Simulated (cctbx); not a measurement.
## Accept or mend?

Cell a = 4.5440 Å, b = 22.4310 Å, c = 8.1120 Å, α = 90.00°, β = 90.00°, γ = 90.00°; space group Imm2 (no. 44). The compound is Dy3Ir2PdPb3.

The data are simulated with cctbx, not measured: Mo Kα, λ = 0.71073 Å, to d = 0.8 Å, 70 % of the full sphere, strongest reflection 70000 counts, noise from counting, a 3 % proportional error and a noise floor of 2 counts (s.d.); no absorption.

An anisotropic refinement with weights 1/σ² prints:

```text
Rint 0.024, 942 unique reflections to 0.80 A
cycle     R1     wR2    GooF  max shift (A)
   1  0.1319  0.3748   9.990   0.02952
   3  0.0536  0.1813   4.831   0.00034
final R1 0.0536 wR2 0.1813 GooF 4.831  parameters 56  data/parameter 16.8
atom        x        y        z      Ueq    occ   su(xyz)  su(Uiso or U11)
Pb1    0.50000  0.09460  0.34972   0.0087  1.000  0.00043  0.0008
Pb2    0.50000  0.26593  0.65631   0.0152  1.000  0.00044  0.0012
Dy1    0.50000  0.43439  0.34842   0.0059  1.000  0.00046  0.0010
Ir1    0.50000  0.06969  0.67906   0.0236  1.000  0.00040  0.0013
Ir2    0.50000  0.39484  0.67938   0.0150  1.000  0.00037  0.0011
Pb3    0.50000  0.33137  0.04122   0.0307  1.000  0.00053  0.0016
Dy2    0.50000  0.00000  0.04659   0.0209  1.000  0.00067  0.0020
Dy3    0.50000  0.16777  0.96964   0.0208  1.000  0.00069  0.0013
Dy4    0.00000  0.00000  0.46977   0.0171  1.000  0.00067  0.0019
Pd1    0.50000  0.23338  0.33962   0.0337  1.000  0.00146  0.0034
difference map: max 8.15 min -3.88 rms 0.89
Q1    0.0000  0.0608  0.8934    4    8.21  0.38 A from Dy1
Q2    0.0000  0.0632  0.7992    4    7.94  0.40 A from Dy1
Q3    0.0000  0.2330  0.1472    4    6.75  0.08 A from Pb2
Q4    0.0000  0.1104  0.1780    4    6.65  0.12 A from Ir2
Q5    0.0000  0.5000  0.5788    2    4.96  0.26 A from Dy2
Q6    0.0000  0.4332  0.1922    4    3.96  0.13 A from Ir1
```

Q: Accept it or mend it, and why?

Mend it. The fault: elements exchanged: Pb3 is Dy and Dy1 is Pb. Against the right model at the same level, R1 goes from 0.0143 to 0.0536 and GooF from 0.95 to 4.83, U of Dy1 shrinks from 0.0189 to 0.0059 Å², U of Pb3 swells from 0.0186 to 0.0307 Å² and the top difference peak, 8.2 e/Å³, lies 0.38 Å from Dy1. Pb3 has 16 electrons too many and its U swells to shed them, as expected; Dy1 has 16 electrons too few and its U shrinks to make up, as expected.

The compound is Dy3Ir2PdPb3. The right model at the same level gives:

```text
Rint 0.024, 942 unique reflections to 0.80 A
cycle     R1     wR2    GooF  max shift (A)
   1  0.0551  0.1612   4.296   0.02836
   3  0.0143  0.0356   0.950   0.00006
final R1 0.0143 wR2 0.0356 GooF 0.950  parameters 56  data/parameter 16.8
atom        x        y        z      Ueq    occ   su(xyz)  su(Uiso or U11)
Pb1    0.50000  0.09441  0.34936   0.0095  1.000  0.00008  0.0002
Pb2    0.50000  0.26609  0.65580   0.0148  1.000  0.00008  0.0002
Pb3    0.50000  0.43431  0.34838   0.0189  1.000  0.00008  0.0002
Ir1    0.50000  0.06932  0.67890   0.0267  1.000  0.00008  0.0003
Ir2    0.50000  0.39469  0.67964   0.0161  1.000  0.00007  0.0002
Dy1    0.50000  0.33180  0.04140   0.0186  1.000  0.00011  0.0002
Dy2    0.50000  0.00000  0.04688   0.0231  1.000  0.00014  0.0004
Dy3    0.50000  0.16779  0.96786   0.0243  1.000  0.00014  0.0003
Dy4    0.00000  0.00000  0.47060   0.0201  1.000  0.00014  0.0004
Pd1    0.50000  0.23346  0.33828   0.0315  1.000  0.00023  0.0007
Flack x: 0.007(8)
Hooft y: -0.004(11)  Bijvoet pairs: 425
difference map: max 1.21 min -0.72 rms 0.20
Q1    0.0000  0.0269  0.0507    4    1.25  1.86 A from Pb3
Q2    0.0000  0.1915  0.9455    4    0.95  1.89 A from Pd1
Q3    0.0000  0.5000  0.4419    2    0.89  0.85 A from Dy2
Q4    0.0000  0.1465  0.9642    4    0.77  1.98 A from Ir2
Q5    0.0000  0.2107  0.6967    4    0.74  1.58 A from Dy1
Q6    0.0000  0.3121  0.2808    4    0.70  1.58 A from Dy3
```

The model is made up (kin elements in a known structure type, no relaxation), so it says nothing on whether the phase exists.

[Middle refinement cycles are left out of these outputs.]

[Logs are printed without paths, hosts, clocks, repeated set-up lines and the standing remarks that a program may print on its own settings, such as how far it seeks lower states.]
